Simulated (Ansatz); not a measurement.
# Structural relaxation of random rutile alloy of IrO2 and SiO2 (96 atoms)

Aim: bring random rutile alloy of IrO2 and SiO2 (96 atoms) to a nearby minimum of the energy and see what moves.

Main program and level: Ansatz 0.2.0; Kohn-Sham DFT, PBEsol, PAW (set soft_2), plane waves.

### 1. The starting structure

The cell holds 96 atoms: 4 Si, 64 O and 28 Ir. Its edges and angles: a = 8.916 Å, b = 8.916 Å, c = 12.372 Å, α = 90.0°, β = 90.0°, γ = 90.0°. It derives from IrO2 (rutile) and SiO2, repeated 2×2×4. Rutile IrO2, 2 x 2 x 4 conventional cells, 4 of 32 Ir sites given to Si at random (x = 0.125), lattice by Vegard's rule (cell 4.458, 4.458, 3.093, 90, 90, 90); every coordinate displaced by a Gaussian of 0.07 Å.

Limits known from the start: The host structure and its lattice constant were typed by rule, without a check against the phase diagram. The main run has no spin polarisation, so moments on Ir can't form in it, and no Hubbard term. No spin–orbit coupling is included, so levels derived from the heavy atoms are approximate.

### 2. Single point at the start

The forces at the start show how far the geometry lies from a minimum of this functional.

The input, input.yaml:

```yaml
crystal:
  lattice:
    - [8.9162, 0.0, 0.0]
    - [0.0, 8.9162, 0.0]
    - [0.0, 0.0, 12.3716]
  atoms:
    - { symbol: Si, position: [0.01657, 0.01663, 0.00273] }
    - { symbol: Si, position: [0.24929, 0.24702, 0.12536] }
    - { symbol: O, position: [0.1463, 0.14474, 0.98925] }
    - { symbol: O, position: [0.33645, 0.357, 0.00565] }
    - { symbol: O, position: [0.105, 0.40729, 0.13182] }
    - { symbol: O, position: [0.40595, 0.0979, 0.12943] }
    - { symbol: Ir, position: [0.0001, 0.00445, 0.25302] }
    - { symbol: Ir, position: [0.25408, 0.2428, 0.36641] }
    - { symbol: O, position: [0.15083, 0.15149, 0.25599] }
    - { symbol: O, position: [0.33491, 0.3357, 0.24608] }
    - { symbol: O, position: [0.08331, 0.39388, 0.37032] }
    - { symbol: O, position: [0.40752, 0.08816, 0.38091] }
    - { symbol: Ir, position: [0.98797, 0.99508, 0.50377] }
    - { symbol: Ir, position: [0.25494, 0.23674, 0.62988] }
    - { symbol: O, position: [0.14067, 0.14003, 0.51059] }
    - { symbol: O, position: [0.34556, 0.36295, 0.51088] }
    - { symbol: O, position: [0.08687, 0.41376, 0.62268] }
    - { symbol: O, position: [0.40055, 0.0956, 0.61901] }
    - { symbol: Ir, position: [0.01091, 0.00862, 0.75081] }
    - { symbol: Ir, position: [0.25759, 0.23093, 0.87324] }
    - { symbol: O, position: [0.15105, 0.15148, 0.74907] }
    - { symbol: O, position: [0.33763, 0.34666, 0.75482] }
    - { symbol: O, position: [0.10323, 0.38844, 0.86688] }
    - { symbol: O, position: [0.40663, 0.08447, 0.88143] }
    - { symbol: Si, position: [0.99559, 0.49099, 0.00089] }
    - { symbol: Ir, position: [0.26255, 0.73516, 0.11778] }
    - { symbol: O, position: [0.15804, 0.66126, 0.00334] }
    - { symbol: O, position: [0.35128, 0.84605, 0.00383] }
    - { symbol: O, position: [0.08546, 0.91282, 0.11896] }
    - { symbol: O, position: [0.41029, 0.60249, 0.12165] }
    - { symbol: Ir, position: [0.01059, 0.50009, 0.25251] }
    - { symbol: Ir, position: [0.24992, 0.74935, 0.38572] }
    - { symbol: O, position: [0.14228, 0.64877, 0.24781] }
    - { symbol: O, position: [0.35174, 0.84694, 0.25194] }
    - { symbol: O, position: [0.09946, 0.89696, 0.36918] }
    - { symbol: O, position: [0.39477, 0.58536, 0.37724] }
    - { symbol: Ir, position: [0.98943, 0.49253, 0.49821] }
    - { symbol: Ir, position: [0.25561, 0.75277, 0.62348] }
    - { symbol: O, position: [0.15291, 0.63672, 0.50411] }
    - { symbol: O, position: [0.35002, 0.85771, 0.48761] }
    - { symbol: O, position: [0.10672, 0.90693, 0.62803] }
    - { symbol: O, position: [0.41886, 0.59443, 0.62934] }
    - { symbol: Ir, position: [0.00849, 0.50778, 0.74888] }
    - { symbol: Ir, position: [0.2484, 0.75488, 0.86795] }
    - { symbol: O, position: [0.1484, 0.65855, 0.74326] }
    - { symbol: O, position: [0.33569, 0.8473, 0.75428] }
    - { symbol: O, position: [0.09857, 0.89155, 0.86088] }
    - { symbol: O, position: [0.41006, 0.59753, 0.88617] }
    - { symbol: Ir, position: [0.49789, 0.99858, 0.99932] }
    - { symbol: Ir, position: [0.75184, 0.25706, 0.13034] }
    - { symbol: O, position: [0.65412, 0.14296, 0.00155] }
    - { symbol: O, position: [0.84446, 0.35026, 0.99094] }
    - { symbol: O, position: [0.58907, 0.40503, 0.12109] }
    - { symbol: O, position: [0.90417, 0.09212, 0.12544] }
    - { symbol: Ir, position: [0.50637, 0.99539, 0.24593] }
    - { symbol: Ir, position: [0.75201, 0.25792, 0.3736] }
    - { symbol: O, position: [0.66624, 0.14325, 0.24753] }
    - { symbol: O, position: [0.84879, 0.33209, 0.24794] }
    - { symbol: O, position: [0.58921, 0.39941, 0.37717] }
    - { symbol: O, position: [0.90057, 0.09109, 0.38288] }
    - { symbol: Ir, position: [0.49752, 0.0194, 0.49481] }
    - { symbol: Ir, position: [0.75057, 0.25314, 0.63414] }
    - { symbol: O, position: [0.64248, 0.14992, 0.49566] }
    - { symbol: O, position: [0.85244, 0.35955, 0.49875] }
    - { symbol: O, position: [0.61146, 0.41156, 0.63017] }
    - { symbol: O, position: [0.88975, 0.09407, 0.622] }
    - { symbol: Ir, position: [0.50761, 0.98714, 0.75118] }
    - { symbol: Ir, position: [0.74033, 0.25397, 0.86867] }
    - { symbol: O, position: [0.6566, 0.14615, 0.74441] }
    - { symbol: O, position: [0.84876, 0.34758, 0.74874] }
    - { symbol: O, position: [0.60943, 0.40312, 0.877] }
    - { symbol: O, position: [0.90682, 0.08881, 0.86882] }
    - { symbol: Ir, position: [0.49441, 0.50596, 0.0055] }
    - { symbol: Ir, position: [0.75752, 0.75785, 0.1274] }
    - { symbol: O, position: [0.66211, 0.66212, 0.99994] }
    - { symbol: O, position: [0.85464, 0.85135, 0.99687] }
    - { symbol: O, position: [0.59037, 0.90578, 0.12367] }
    - { symbol: O, position: [0.90085, 0.5909, 0.1267] }
    [... 12 atom lines left out ...]
    - { symbol: Ir, position: [0.48913, 0.50258, 0.74717] }
    - { symbol: Ir, position: [0.74812, 0.75293, 0.87701] }
    - { symbol: O, position: [0.64952, 0.64526, 0.75955] }
    - { symbol: O, position: [0.84342, 0.84627, 0.74728] }
    - { symbol: O, position: [0.61018, 0.91269, 0.88509] }
    - { symbol: O, position: [0.91461, 0.59924, 0.88126] }
kpoints:
  mp_grid: { grid: [2, 2, 1] }
hamiltonian:
  xc: pbesol
scf:
  occupations: { method: gaussian, width: 0.025 }
output:
  forces: true
  stress: true
  populations: intrinsic
  dos:
    method: { smearing: { sigma: 0.1 } }
    de: 0.1
    projected: { site_lists: { Ir: [Ir], O: [O], Si: [Si] } }
  eigenvalues: true
```

Run with:

```console
ansatz run input.yaml --threads 8 --pin off --max-ram 15872MiB --backend cpu --events-out ev --progress --plain --runs-dir out
```

Numbers of over 12 decimals in the logs are rounded to 6 here.

The log of the run:

```text
Engine: ansatz 0.2.0, x86_64-unknown-linux-gnu
Pseudopotentials: kind: paw
Pseudopotential: Si, paw, valence charge 4, recommended cutoff 420 eV (normal), Si.paw.azcp
Pseudopotential: O, paw, valence charge 6, recommended cutoff 420 eV (normal), O.paw.azcp
Pseudopotential: Ir, paw, valence charge 17, recommended cutoff 420 eV (normal), Ir.paw.azcp
[... 3 lines on functional and potentials left out ...]
Crystal: 96 atoms, lattice volume = 983.525 Å³
Basis set: ecut = 420 eV, 19233 PW (Γ), exchange–correlation on 120×120×180 points (8 copies of the dense FFT grid, shifted against one another)
Bands: 534, of which v1, the nominal top of the filled ones, is band 438 counted from 1 (437 counted from 0)
Symmetry: 1 space group operations
Space group: P1 (ITA 1), of the structure as read, at distance tolerance 9.9e-5 Å
k-points: 4
[... 10 lines on functional and potentials left out ...]
Initial density: superposition of atomic densities (neutral atoms: chi_scale 0, normalization atom), corrected by the library's trained network
Initial wavefunctions: pseudopotential atomic-orbital guess
Functional: x = pbesol(κ = 0.804, μ = 0.123457), c = pbesol(β = 0.046)
SCF iter   1: F=—  HF=-368672.022188 eV  |F-HF|=—  |Δ(HF+E_count)|=         —  Δρ=2.15e-2  dr2=7.12e0  ethr=1.77e-3  ⟨swp⟩=6.0  Hψ=7157  notcnv=0  defer=291
preconditioner: auto → LDOS  [metal: Δε(μ)=0.014 eV  Ē_g=11.785 eV  σ=0.025 eV  W_gap=0.29  n_scr=318 (ndim 8)  ℏωp=30.2 eV  f_vac=0.019  D(μ)=54.46/eV (n_scr^D=528)  β→1.0]
SCF iter   2: F=—  HF=-368671.443423 eV  |F-HF|=—  |Δ(HF+E_count)|=   5.79e-1  Δρ=1.34e-2  dr2=1.28e0  ethr=8.13e-4  ⟨swp⟩=2.0  Hψ=3106  notcnv=0  defer=334
SCF iter   3: F=—  HF=-368671.235619 eV  |F-HF|=—  |Δ(HF+E_count)|=   2.08e-1  Δρ=4.80e-3  dr2=2.47e-1  ethr=1.46e-4  ⟨swp⟩=2.2  Hψ=3160  notcnv=0  defer=334
SCF iter   4: F=—  HF=-368671.210760 eV  |F-HF|=—  |Δ(HF+E_count)|=   2.49e-2  Δρ=2.77e-3  dr2=8.12e-2  ethr=2.82e-5  ⟨swp⟩=2.0  Hψ=2972  notcnv=0  defer=334
SCF iter   5: F=—  HF=-368671.201396 eV  |F-HF|=—  |Δ(HF+E_count)|=   9.36e-3  Δρ=1.53e-3  dr2=2.37e-2  ethr=9.27e-6  ⟨swp⟩=2.8  Hψ=3154  notcnv=0  defer=334
SCF iter   6: F=—  HF=-368671.198964 eV  |F-HF|=—  |Δ(HF+E_count)|=   2.43e-3  Δρ=7.96e-4  dr2=7.75e-3  ethr=2.70e-6  ⟨swp⟩=2.5  Hψ=3344  notcnv=0  defer=334
SCF iter   7: F=—  HF=-368671.198243 eV  |F-HF|=—  |Δ(HF+E_count)|=   7.21e-4  Δρ=4.37e-4  dr2=2.34e-3  ethr=8.85e-7  ⟨swp⟩=2.2  Hψ=2748  notcnv=0  defer=334
SCF iter   8: F=—  HF=-368671.198030 eV  |F-HF|=—  |Δ(HF+E_count)|=   2.13e-4  Δρ=2.47e-4  dr2=6.94e-4  ethr=2.67e-7  ⟨swp⟩=2.5  Hψ=3015  notcnv=0  defer=334
SCF iter   9: F=—  HF=-368671.198002 eV  |F-HF|=—  |Δ(HF+E_count)|=   2.79e-5  Δρ=1.34e-4  dr2=2.20e-4  ethr=7.93e-8  ⟨swp⟩=2.0  Hψ=2672  notcnv=0  defer=334
SCF iter  10: F=—  HF=-368671.198012 eV  |F-HF|=—  |Δ(HF+E_count)|=   1.01e-5  Δρ=6.91e-5  dr2=5.74e-5  ethr=2.51e-8  ⟨swp⟩=2.0  Hψ=2578  notcnv=0  defer=334
SCF iter  11: F=—  HF=-368671.198462 eV  |F-HF|=—  |Δ(HF+E_count)|=   4.50e-4  Δρ=3.70e-5  dr2=1.53e-5  ethr=6.55e-9  ⟨swp⟩=1.0  Hψ=2136  notcnv=0  defer=334
SCF iter  12: F=—  HF=-368671.198460 eV  |F-HF|=—  |Δ(HF+E_count)|=   1.59e-6  Δρ=1.93e-5  dr2=4.02e-6  ethr=1.75e-9  ⟨swp⟩=2.0  Hψ=2779  notcnv=0  defer=334
SCF iter  13: F=—  HF=-368671.198460 eV  |F-HF|=—  |Δ(HF+E_count)|=   2.98e-7  Δρ=1.07e-5  dr2=1.22e-6  ethr=4.59e-10  ⟨swp⟩=2.2  Hψ=2580  notcnv=0  defer=334
SCF iter  14: F=—  HF=-368671.198460 eV  |F-HF|=—  |Δ(HF+E_count)|=   1.16e-7  Δρ=5.82e-6  dr2=3.63e-7  ethr=1.39e-10  ⟨swp⟩=2.0  Hψ=2618  notcnv=0  defer=334
SCF iter  15: F=—  HF=-368671.198460 eV  |F-HF|=—  |Δ(HF+E_count)|=   2.99e-8  Δρ=3.25e-6  dr2=1.14e-7  ethr=4.15e-11  ⟨swp⟩=2.0  Hψ=2152  notcnv=0  defer=334
SCF iter  16: F=-368671.198460 eV  HF=-368671.198460 eV  |F-HF|=3.73e-8  |Δ(HF+E_count)|=   9.49e-9  Δρ=1.90e-6  dr2=4.29e-8  ethr=1.14e-11  ⟨swp⟩=10.2  Hψ=8304  notcnv=0
SCF 1 converged in 16 iterations: F = -368671.198460 eV  dr2 = 4.29e-8
  greatest PAW one-centre occupation: 1.000 electrons in one spin orbital (limit 2), on the Ir atom at site 60 (counted from 0), in its partial waves of l = 0
SCF converged after 16 iterations
Free energy (F): -368671.198460 eV
Harris-Foulkes:  -368671.198460 eV  (|F-HF|=3.73e-8)
Internal energy: -368671.178489 eV  (E = F + TS)
E sigma→0 (E₀):  -368671.188474 eV
Entropy (-TS):   -0.019971 eV (-0.208 meV/atom)
Fermi energy:    14.429812 eV
--- Per-component energies (eV) ---
  E_band       = -6342.328883
  E_kinetic    = 28834.204416
  E_local      = -70039.452241  (includes V_loc(G=0)·N_el)
  E_nonlocal   = 5348.323738
  E_hartree    = 26432.645499
  E_xc         = -12283.184093
  E_vxc        = -14486.151908  (∫ρ·V_xc dr)
  E_paw        = -266240.122566  (= ΣΔE_a)
  E_vpaw       = -8864.710312  (= ΣTr[D̂ρ^β])
  E_aug_tail   = 0.158876  (compensation charges beyond the density's cutoff)
  E_ewald      = -80733.564761
  E_core_change = 9.812643  (= ΣΔE_core)
  E_smearing   = -0.019971  (= −TS)
  E_closure    = -0.000000  (closes the sum)
  Σ components = -368671.198460   (vs F -368671.198460, Δ=0.00e0)
--- Forces (eV/Å), atoms counted from 1 ---
  atom   1  Si    -3.41394731    -2.80427958     0.80386613
  atom   2  Si     0.72656334     1.07744362     0.21586197
  atom   3  O      0.66163274     0.23392471     3.42215560
  atom   4  O     -1.54810536    -2.91628768     1.08711683
  atom   5  O      0.92797883    -2.01124316    -3.73159794
  atom   6  O     -2.47619133     1.88328091    -2.07597930
  atom   7  Ir    -0.56026025    -2.20767200    -0.90232594
  atom   8  Ir    -1.92985216     0.33664993     8.18088078
  atom   9  O      0.23108200     0.22974121    -4.41453433
  atom  10  O      1.30728872     1.13442547    -3.20296373
  atom  11  O      2.10946130    -1.48384559     1.69355491
  atom  12  O     -3.12663970     3.45156612    -6.59820321
  atom  13  Ir     1.98897521    -1.60412373    -0.58427016
  atom  14  Ir    -3.27292300     4.81191037    -2.21195483
[...]
atom  95  O     -0.57892087    -0.59116643    -2.53616266
  atom  96  O      0.54266250    -0.87765382     1.01782779
  max |Σ_I F_I| component: 3.83e-5 eV/Å
--- Stress (GPa, compression-positive) ---
        9.779288       0.635948       0.970898
        0.635948       9.324572      -1.379927
        0.970898      -1.379927      12.629480
  P = ⅓ Tr σ = 10.5778 GPa (105.778 kbar)
--- Band table (eV) ---
  k-point 0: bands = ["-79.6594", "-79.6232", "-79.2982", "-79.2091", [... 518 levels ...], "21.8468", "22.0004", "22.1756", "22.2373", "22.3105", "22.3963", "22.5700", "22.6193", "22.6889", "22.7201", "22.8384", "22.9090"]
[...]
--- intrinsic populations: 96 sites ---
  site symbol       q [e]
     0     Si      2.5733
     1     Si      2.6411
     2      O      6.7489
[...]
95      O      6.7500
  spilling = 0.000000 (of n_electrons = 876.000000)
```

It took 23 s on 8 threads of AMD EPYC 9R45, shared host; peak memory 8.1 GiB; 2.8 min of CPU time.

In the SCF lines HF is the Harris–Foulkes energy and dr2 the Hartree energy of the density residual, in eV; the loop may stop once dr2 is under the threshold and the program's other checks hold. Hψ counts applications of the Hamiltonian.

Numbers from this run:

| Quantity | Value |
| --- | --- |
| free energy | -368671.1985 eV |
| free energy per atom | -3840.3250 eV/atom |
| SCF cycles | 16 |
| pressure | 10.58 GPa |
| r.m.s. force component | 2.509 eV/Å |
| longest force | 9.587 eV/Å |
| Fermi energy | 14.43 eV |
| levels partly filled by over 2 per cent | 8 |

The r.m.s. force component of 2.5 eV/Å and the pressure of 11 GPa set the starting point.

Length of the force by element:

| element | coordination | atoms | mean length of the force (eV/Å) | spread | least | most |
| --- | --- | --- | --- | --- | --- | --- |
| Ir | all | 28 | 5.43 | 2.28 | 1.42 | 9.59 |
| O | all | 64 | 3.18 | 1.61 | 0.234 | 8.48 |
| Si | all | 4 | 2.49 | 1.47 | 0.856 | 4.49 |

### 3. Relaxation

With the cell held, the atoms are moved downhill towards a nearby minimum.

input.yaml, the sections that differ from step 2:

```yaml
output:
  forces: true
relax:
  f_tol: 0.05
  max_steps: 82
# crystal, kpoints, hamiltonian, scf: as in step 2
```

The log of the run:

```text
[...]
Crystal: 96 atoms, lattice volume = 983.525 Å³
Basis set: ecut = 420 eV, 19233 PW (Γ), exchange–correlation on 120×120×180 points (8 copies of the dense FFT grid, shifted against one another)
Bands: 534, of which v1, the nominal top of the filled ones, is band 438 counted from 1 (437 counted from 0)
Symmetry: 1 space group operations
[...]
k-points: 4
[...]
SCF iter   1: F=—  HF=-368672.022188 eV  |F-HF|=—  |Δ(HF+E_count)|=         —  Δρ=2.15e-2  dr2=7.12e0  ethr=1.77e-3  ⟨swp⟩=6.0  Hψ=7157  notcnv=0  defer=291
[...]
SCF iter  10: F=-368671.198416 eV  HF=-368671.198466 eV  |F-HF|=4.95e-5  |Δ(HF+E_count)|=   1.85e-5  Δρ=6.91e-5  dr2=5.72e-5  ethr=7.13e-9  ⟨swp⟩=2.0  Hψ=5758  notcnv=0
SCF 1 converged in 10 iterations: F = -368671.198416 eV  dr2 = 5.72e-5
[...]
relax step   1: F+E_penalty+E_count = -368671.19841617 eV  Δ(F+E_penalty+E_count) = +0.000e0 eV  max|allowed force component| = 8.673e0 eV/Å  Δτ_max = 0.0000 Å  (10 SCF iters, dr2 threshold 6.25e-5 eV, accepted)
[...]
relax step   2: F+E_penalty+E_count = -368688.86095939 eV  Δ(F+E_penalty+E_count) = -1.766e1 eV  max|allowed force component| = 3.241e0 eV/Å  Δτ_max = 0.1987 Å  (11 SCF iters, dr2 threshold 1.00e-4 eV, accepted)
[...]
relax step   3: F+E_penalty+E_count = -368693.40068512 eV  Δ(F+E_penalty+E_count) = -4.540e0 eV  max|allowed force component| = 5.322e-1 eV/Å  Δτ_max = 0.2000 Å  (10 SCF iters, dr2 threshold 1.00e-4 eV, accepted)
relax step   4: F+E_penalty+E_count = -368693.48302931 eV  Δ(F+E_penalty+E_count) = -8.234e-2 eV  max|allowed force component| = 6.039e-2 eV/Å  Δτ_max = 0.0386 Å  (7 SCF iters, dr2 threshold 1.77e-5 eV, accepted)
[...]
relax step   5: F+E_penalty+E_count = -368693.48535956 eV  Δ(F+E_penalty+E_count) = -2.330e-3 eV  max|allowed force component| = 1.824e-2 eV/Å  Δτ_max = 0.0087 Å  (9 SCF iters, accepted)
SCF converged after 9 iterations
Free energy (F): -368693.485360 eV
[...]
Internal energy: -368693.467695 eV  (E = F + TS)
E sigma→0 (E₀):  -368693.476527 eV
Entropy (-TS):   -0.017664 eV (-0.184 meV/atom)
Fermi energy:    14.173464 eV
[...]
--- Forces (eV/Å), atoms counted from 1 ---
  atom   1  Si    -0.00233925    -0.00808233     0.00258888
  atom   2  Si    -0.00814217     0.01823968     0.01527174
  atom   3  O      0.00522937     0.00631368    -0.01607605
  atom   4  O      0.00516777    -0.00126998    -0.01775358
  atom   5  O      0.00001460    -0.00196918    -0.00587192
  atom   6  O     -0.00177504    -0.00224772    -0.00145520
  atom   7  Ir     0.00974305    -0.00050233    -0.00396644
  atom   8  Ir     0.00338779     0.00254183    -0.00691883
  atom   9  O      0.00271183     0.00091942    -0.00006374
  atom  10  O      0.00782753    -0.00465532     0.00764435
  atom  11  O     -0.00626058     0.00737491     0.00268307
  atom  12  O      0.00089231     0.00114384     0.00117309
  atom  13  Ir    -0.00047174    -0.00357963    -0.00835816
  atom  14  Ir     0.00028020     0.00040440     0.00176010
[...]
atom  95  O     -0.00149102     0.00274029     0.00079413
  atom  96  O     -0.00343902     0.00534475     0.00224844
  max |Σ_I F_I| component: 3.89e-5 eV/Å
--- Relaxed structure (5 steps of the walk, 5 accepted, 0 SCFs on fresh bases) ---
  F+E_penalty+E_count = -368693.48535956 eV   max|allowed force component| = 1.824e-2 eV/Å
  atoms:
    - { symbol: Si, position: [0.00113523, -0.000405503, 0.00157506] }
    - { symbol: Si, position: [0.246068, 0.247796, 0.122027] }
    - { symbol: O, position: [0.151909, 0.146097, 1.013395] }
    - { symbol: O, position: [0.344385, 0.338308, 0.013520] }
[...]
- { symbol: O, position: [0.909914, 0.591888, 0.888168] }
```

It took 45 s on 8 threads; peak memory 8.2 GiB; 5.7 min of CPU time.

The steps of the relaxation:

| step | energy less that of the first step (eV) | largest force component (eV/Å) |
| --- | --- | --- |
| 1 | 0.0000 | 8.6727 |
| 2 | -17.6625 | 3.2412 |
| 3 | -22.2023 | 0.5322 |
| 4 | -22.2846 | 0.0604 |
| 5 | -22.2869 | 0.0182 |

The atoms that moved most (Å):

| atom | dx | dy | dz | length |
| --- | --- | --- | --- | --- |
| O47 | -0.045 | 0.150 | 0.357 | 0.390 |
| O23 | -0.096 | 0.152 | 0.284 | 0.336 |
| O3 | 0.050 | 0.012 | 0.299 | 0.303 |
| O9 | 0.037 | 0.076 | -0.274 | 0.287 |
| O72 | 0.046 | 0.044 | 0.258 | 0.266 |
| O5 | -0.048 | -0.074 | -0.236 | 0.252 |
| O15 | 0.131 | 0.139 | -0.145 | 0.240 |
| O83 | 0.067 | -0.215 | -0.009 | 0.226 |

The relaxation changed the energy by -232 meV/atom, and atoms moved by 0.15 Å r.m.s., 0.39 Å at most.

(Part 1 of 2 ends here.)

[Logs are printed without paths, hosts, clocks, repeated set-up lines and the standing remarks that a program may print on its own settings, such as how far it seeks lower states.]

[Hosts, paths, dates, database ids (printed as entryN), source tags and the programs' standing remarks are cut or masked in the printed files.]
